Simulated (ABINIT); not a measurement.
# CsH (Fm-3m): G0W0 in ABINIT against the plane-wave cutoff

Wanted: the cheapest plane-wave cutoff that holds the gap of CsH (Fm-3m).

Main program and level: ABINIT 10.8.3; LDA and many-body steps on it, plane waves.

Most raw output is cut from this account.

The database entry behind the starting cell differs from later determinations by our own check (0.1 to 0.3 % short, probably kX units), so it need not match the best structure at ambient conditions.

**1. Starting point**

It takes space group Fm-3m (No. 225, cubic). Conventional cell: a = 6.376 Å, b = 6.376 Å, c = 6.376 Å, α = 90.00°, β = 90.00°, γ = 90.00°. Cs has 6 H at 3.19 Å nearest. Nearest to H lie 6 Cs at 3.19 Å. Farther neighbours are not listed.

The cell and positions come from the Crystallography Open Database and are kept as given unless a step says otherwise. Spin-orbit coupling is left out unless a step names it.

**2. Empty states on the mesh, 4×4×4 mesh, 118 bands**

This step: ABINIT 10.8.3; DFT, LDA, plane waves, norm-conserving pseudopotentials.

The sums over transitions need many empty states on a uniform mesh; this step solves for them.

Input file run.abi:

```
acell 3*1.0 Angstrom
rprim 
  -0.000000000000 3.188000000000 3.188000000000
  3.188000000000 -0.000000000000 3.188000000000
  3.188000000000 3.188000000000 -0.000000000000
ntypat 2
znucl 55 1
natom 2
typat 1 2
xred 
  0.000000000000 0.000000000000 0.000000000000
  0.500000000000 0.500000000000 0.500000000000
pp_dirpath "pseudos"
pseudos "Cs.upf, H.upf"
ecut 31
ngkpt 4 4 4
nshiftk 1
shiftk 0 0 0
kptopt 1
chksymbreak 0
irdden 1
istwfk *1
nband 118
prtvol 0
optdriver 6
gwr_task "HDIAGO"
paral_kgb 0
occopt 1
indata_prefix "in"
outdata_prefix "out"
tmpdata_prefix "tmp"
```

On the command line:

```sh
OMP_NUM_THREADS=1 mpirun -n 4 abinit run.abi > log
```

It took 68 s on 4 MPI ranks of Arm Neoverse V2, shared host; peak memory 3 GiB.

This step gave:

```
gap                                                           : 1.956 eV
k of the valence top                                          : 0.5, 0, 0
k of the conduction bottom                                    : 0.5, 0, 0
least direct gap                                              : 1.956 eV
k points computed                                             : 8
lowest point of the top converged band, above the valence top : 68.0336 eV
```

On this mesh the gap is 1.956 eV.

The density comes from a self-consistent run that is not shown.

**3. Empty states on the mesh, 4×4×4 mesh, 35 bands**

run.abi: that of step 2 with these lines changed.

```diff
@@ -14,3 +14,3 @@
 pseudos "Cs.upf, H.upf"
-ecut 31
+ecut 19
 ngkpt 4 4 4
@@ -20,10 +20,10 @@
 chksymbreak 0
+iscf -2
 irdden 1
 istwfk *1
-nband 118
+nband 35
+nbdbuf 4
+tolwfr 1e-09
+nstep 60
 prtvol 0
-optdriver 6
-gwr_task "HDIAGO"
-paral_kgb 0
-occopt 1
 indata_prefix "in"
```

Elapsed: 3.8 s, on 4 MPI ranks; peak memory 0.24 GiB.

This step gave:

| Quantity | Value |
| --- | --- |
| gap | 1.949 eV |
| k of the valence top | 0.5, 0, 0 |
| k of the conduction bottom | 0.5, 0, 0 |
| least direct gap | 1.949 eV |
| k points computed | 8 |
| lowest point of the top converged band, above the valence top | 22.04 eV |

On this mesh the gap is 1.949 eV.

**4. Empty states on the mesh, 4×4×4 mesh, 35 bands**

run.abi: that of step 3 with these lines changed.

```diff
@@ -14,3 +14,3 @@
 pseudos "Cs.upf, H.upf"
-ecut 19
+ecut 25
 ngkpt 4 4 4
```

Elapsed: 5.4 s, on 4 MPI ranks; peak memory 0.26 GiB.

This step gave:

| Quantity | Value |
| --- | --- |
| gap | 1.955 eV |
| k of the valence top | 0.5, 0, 0 |
| k of the conduction bottom | 0.5, 0, 0 |
| least direct gap | 1.955 eV |
| k points computed | 8 |
| lowest point of the top converged band, above the valence top | 22.04 eV |

On this mesh the gap is 1.955 eV.

**5. Empty states on the mesh, 4×4×4 mesh, 35 bands**

run.abi: that of step 4 with these lines changed.

```diff
@@ -14,3 +14,3 @@
 pseudos "Cs.upf, H.upf"
-ecut 25
+ecut 39
 ngkpt 4 4 4
```

It took 8.3 s on 4 MPI ranks; peak memory 0.29 GiB.

Numbers from this step:

```
gap                                                           : 1.956 eV
k of the valence top                                          : 0.5, 0, 0
k of the conduction bottom                                    : 0.5, 0, 0
least direct gap                                              : 1.956 eV
k points computed                                             : 8
lowest point of the top converged band, above the valence top : 22.04 eV
```

On this mesh the gap is 1.956 eV.

**6. Screening, 4×4×4 mesh, 31 bands, screening to 106.1 eV**

The RPA dielectric matrix is built and inverted for each q.

This step: RPA screening on LDA, plane waves, norm-conserving pseudopotentials.

run.abi: that of step 5 with these lines changed.

```diff
@@ -14,3 +14,3 @@
 pseudos "Cs.upf, H.upf"
-ecut 39
+ecut 19
 ngkpt 4 4 4
@@ -20,10 +20,11 @@
 chksymbreak 0
-iscf -2
-irdden 1
 istwfk *1
-nband 35
-nbdbuf 4
-tolwfr 1e-09
-nstep 60
-prtvol 0
+occopt 1
+irdwfk 1
+optdriver 3
+nband 31
+ecuteps 3.9
+inclvkb 2
+awtr 1
+symchi 1
 indata_prefix "in"
```

The job ended after 3.4 s (4 MPI ranks; peak memory 0.4 GiB; 13 s of CPU time).

This step gave:

- ε∞ with local fields, on this mesh, along the program's q direction: 3.245
- the same without local fields: 3.764
- plasma frequency: 14.59 eV
- plane waves in the screening matrix: 169

Local fields lower ε∞ by 14 %.

**7. 19 Ha**

This step: G0W0 on LDA, plane waves, norm-conserving pseudopotentials.

run.abi: that of step 6 with these lines changed.

```diff
@@ -23,8 +23,17 @@
 irdwfk 1
-optdriver 3
+optdriver 4
 nband 31
+gwcalctyp 0
+ecutsigx 19
+symsigma 1
+nkptgw 2
+kptgw 
+  0.5000000000 0.0000000000 0.0000000000
+  0.0000000000 0.0000000000 0.0000000000
+bdgw 
+  3 8
+  2 8
 ecuteps 3.9
-inclvkb 2
-awtr 1
-symchi 1
+irdscr 1
+ppmodel 1
 indata_prefix "in"
```

It took 3.3 s on 4 MPI ranks; peak memory 0.44 GiB; 13 s of CPU time.

This step gave:

* G0W0 gap on the points computed: 3.941 eV
* starting gap on the mesh: 1.949 eV
* k of the valence top: 0.5, 0, 0
* k of the conduction bottom: 0.5, 0, 0
* Z at the valence top: 0.779
* Z at the conduction bottom: 0.835
* least direct G0W0 gap on the computed points: 3.941 eV

**8. Screening, 4×4×4 mesh, 31 bands, screening to 106.1 eV**

This step: RPA screening on LDA, plane waves, norm-conserving pseudopotentials.

run.abi: that of step 7 with these lines changed.

```diff
@@ -14,3 +14,3 @@
 pseudos "Cs.upf, H.upf"
-ecut 19
+ecut 25
 ngkpt 4 4 4
@@ -23,17 +23,8 @@
 irdwfk 1
-optdriver 4
+optdriver 3
 nband 31
-gwcalctyp 0
-ecutsigx 19
-symsigma 1
-nkptgw 2
-kptgw 
-  0.5000000000 0.0000000000 0.0000000000
-  0.0000000000 0.0000000000 0.0000000000
-bdgw 
-  3 8
-  2 8
 ecuteps 3.9
-irdscr 1
-ppmodel 1
+inclvkb 2
+awtr 1
+symchi 1
 indata_prefix "in"
```

Wall time 4.1 s (4 MPI ranks); peak memory 0.46 GiB.

This step gave:

```yaml
eps_infinity_with_local_fields_on_this_mesh_along_the_program_s_q_direction: 3.238
the_same_without_local_fields: 3.755
plasma_frequency: 14.59 eV
plane_waves_in_the_screening_matrix: 169
```

**9. 25 Ha**

The self-energy is evaluated for the states that the input lists, and the levels follow from it, in one-shot runs by the linearised quasiparticle equation.

This step: G0W0 on LDA, plane waves, norm-conserving pseudopotentials.

run.abi: that of step 8 with these lines changed.

```diff
@@ -23,8 +23,17 @@
 irdwfk 1
-optdriver 3
+optdriver 4
 nband 31
+gwcalctyp 0
+ecutsigx 25
+symsigma 1
+nkptgw 2
+kptgw 
+  0.5000000000 0.0000000000 0.0000000000
+  0.0000000000 0.0000000000 0.0000000000
+bdgw 
+  3 8
+  2 8
 ecuteps 3.9
-inclvkb 2
-awtr 1
-symchi 1
+irdscr 1
+ppmodel 1
 indata_prefix "in"
```

Wall time 3.6 s (4 MPI ranks); peak memory 0.49 GiB.

Numbers from this step:

- G0W0 gap on the points computed: 3.954 eV
- starting gap on the mesh: 1.955 eV
- k of the valence top: 0.5, 0, 0
- k of the conduction bottom: 0.5, 0, 0
- Z at the valence top: 0.778
- Z at the conduction bottom: 0.835
- least direct G0W0 gap on the computed points: 3.954 eV

The gap on the mesh goes from 1.95 eV to 3.95 eV, a correction of +2.00 eV.

**10. Screening, 4×4×4 mesh, 31 bands, screening to 106.1 eV**

This step: RPA screening on LDA, plane waves, norm-conserving pseudopotentials.

run.abi: that of step 9 with these lines changed.

```diff
@@ -14,3 +14,3 @@
 pseudos "Cs.upf, H.upf"
-ecut 25
+ecut 31
 ngkpt 4 4 4
@@ -23,17 +23,8 @@
 irdwfk 1
-optdriver 4
+optdriver 3
 nband 31
-gwcalctyp 0
-ecutsigx 25
-symsigma 1
-nkptgw 2
-kptgw 
-  0.5000000000 0.0000000000 0.0000000000
-  0.0000000000 0.0000000000 0.0000000000
-bdgw 
-  3 8
-  2 8
 ecuteps 3.9
-irdscr 1
-ppmodel 1
+inclvkb 2
+awtr 1
+symchi 1
 indata_prefix "in"
```

The job ended after 4.8 s (4 MPI ranks; peak memory 0.56 GiB).

Numbers from this step:

```yaml
eps_infinity_with_local_fields_on_this_mesh_along_the_program_s_q_direction: 3.236
the_same_without_local_fields: 3.753
plasma_frequency: 14.59 eV
plane_waves_in_the_screening_matrix: 169
```

**11. 31 Ha**

This step: G0W0 on LDA, plane waves, norm-conserving pseudopotentials.

run.abi: that of step 10 with these lines changed.

```diff
@@ -23,8 +23,17 @@
 irdwfk 1
-optdriver 3
+optdriver 4
 nband 31
+gwcalctyp 0
+ecutsigx 31
+symsigma 1
+nkptgw 2
+kptgw 
+  0.5000000000 0.0000000000 0.0000000000
+  0.0000000000 0.0000000000 0.0000000000
+bdgw 
+  3 8
+  2 8
 ecuteps 3.9
-inclvkb 2
-awtr 1
-symchi 1
+irdscr 1
+ppmodel 1
 indata_prefix "in"
```

It took 3.9 s on 4 MPI ranks; peak memory 0.54 GiB.

This step gave:

```
G0W0 gap on the points computed              : 3.955 eV
starting gap on the mesh                     : 1.956 eV
k of the valence top                         : 0.5, 0, 0
k of the conduction bottom                   : 0.5, 0, 0
least direct G0W0 gap on the computed points : 3.955 eV
```

Against the run before, the gap moves by +0.001 eV.

**12. Screening, 4×4×4 mesh, 31 bands, screening to 106.1 eV**

This step: RPA screening on LDA, plane waves, norm-conserving pseudopotentials.

run.abi: that of step 11 with these lines changed.

```diff
@@ -14,3 +14,3 @@
 pseudos "Cs.upf, H.upf"
-ecut 31
+ecut 39
 ngkpt 4 4 4
@@ -23,17 +23,8 @@
 irdwfk 1
-optdriver 4
+optdriver 3
 nband 31
-gwcalctyp 0
-ecutsigx 31
-symsigma 1
-nkptgw 2
-kptgw 
-  0.5000000000 0.0000000000 0.0000000000
-  0.0000000000 0.0000000000 0.0000000000
-bdgw 
-  3 8
-  2 8
 ecuteps 3.9
-irdscr 1
-ppmodel 1
+inclvkb 2
+awtr 1
+symchi 1
 indata_prefix "in"
```

Elapsed: 5 s, on 4 MPI ranks; peak memory 0.65 GiB.

This step gave:

```yaml
eps_infinity_with_local_fields_on_this_mesh_along_the_program_s_q_direction: 3.235
the_same_without_local_fields: 3.752
plasma_frequency: 14.59 eV
plane_waves_in_the_screening_matrix: 169
```

**13. 39 Ha**

This step: G0W0 on LDA, plane waves, norm-conserving pseudopotentials.

run.abi: that of step 12 with these lines changed.

```diff
@@ -23,8 +23,17 @@
 irdwfk 1
-optdriver 3
+optdriver 4
 nband 31
+gwcalctyp 0
+ecutsigx 39
+symsigma 1
+nkptgw 2
+kptgw 
+  0.5000000000 0.0000000000 0.0000000000
+  0.0000000000 0.0000000000 0.0000000000
+bdgw 
+  3 8
+  2 8
 ecuteps 3.9
-inclvkb 2
-awtr 1
-symchi 1
+irdscr 1
+ppmodel 1
 indata_prefix "in"
```

Elapsed: 4.1 s, on 4 MPI ranks; peak memory 0.58 GiB; 16 s of CPU time.

This step gave:

| Item | Value |
| --- | --- |
| G0W0 gap on the points computed | 3.956 eV |
| starting gap on the mesh | 1.956 eV |
| k of the valence top | 0.5, 0, 0 |
| k of the conduction bottom | 0.5, 0, 0 |
| least direct G0W0 gap on the computed points | 3.956 eV |

Against the run before, the gap moves by +0.001 eV.

**14. The runs together**

Times are wall times on 4 MPI ranks of Arm Neoverse V2, shared host, good to a factor of about two. A run's time includes the screening step that it read.

| run | mesh | bands | screening cutoff (eV) | DFT gap (eV) | gap on the mesh (eV) | direct (eV) | ε∞ used | time |
| --- | --- | --- | --- | --- | --- | --- | --- | --- |
| 19 Ha | 4×4×4 | 31 | 106.1 | 1.949 | 3.941 | 3.941 | 3.25 | 6.7 s |
| 25 Ha | 4×4×4 | 31 | 106.1 | 1.955 | 3.954 | 3.954 | 3.24 | 7.7 s |
| 31 Ha | 4×4×4 | 31 | 106.1 | 1.956 | 3.955 | 3.955 | 3.24 | 8.6 s |
| 39 Ha | 4×4×4 | 31 | 106.1 | 1.956 | 3.956 | 3.956 | 3.24 | 9.1 s |

**15. Outcome**

| Quantity | Value |
| --- | --- |
| 19 Ha | 3.941 eV |
| 25 Ha | 3.954 eV |
| 31 Ha | 3.955 eV |
| 39 Ha | 3.956 eV |
| known limits | not at the basis limit; no spin-orbit coupling |

**Reading.** The setting moved: plane-wave cutoff. From 19 Ha to 39 Ha the gap moves by +0.02 eV. It holds to 0.03 eV from 19 Ha on. Bands and screening cutoff are coupled, so a series along one setting does not show full convergence. Bands and cutoff are finite, so the gap is not at the basis limit. The miss can reach some tenths of an eV and take either sign; the mesh is an error of its own. In the first G0W0 run levels were corrected at 2 k points alone, so a gap called «on the mesh» is the least over those, and an edge elsewhere would be missed. The many-body steps are scalar-relativistic: spin-orbit coupling is not in them.

[Paths, hosts, dates, memory and timing lines, banners, echoed tables and standing remarks are left out of the program output.]

[Logs are printed without paths, hosts, clocks, repeated set-up lines and the standing remarks that a program may print on its own settings, such as how far it seeks lower states.]

[Runs of the session that timed out or met a known fault of the program may be left out.]

[No measured gap is set beside runs whose start may be inverted or whose files or cutoffs have a known fault.]

[Hosts, paths, dates, database ids (printed as entryN), source tags and the programs' standing remarks are cut or masked in the printed files.]

[G0W0 gaps are taken among the corrected bands and points alone; a level outside them can change the order at an edge.]

[Where Ansatz stands beside ABINIT at settings called matched, ABINIT's density can come from a denser mesh and the files from another edition; pairs whose starting gaps differed by over 0.03 eV were left out, so agreement reads better than it is.]
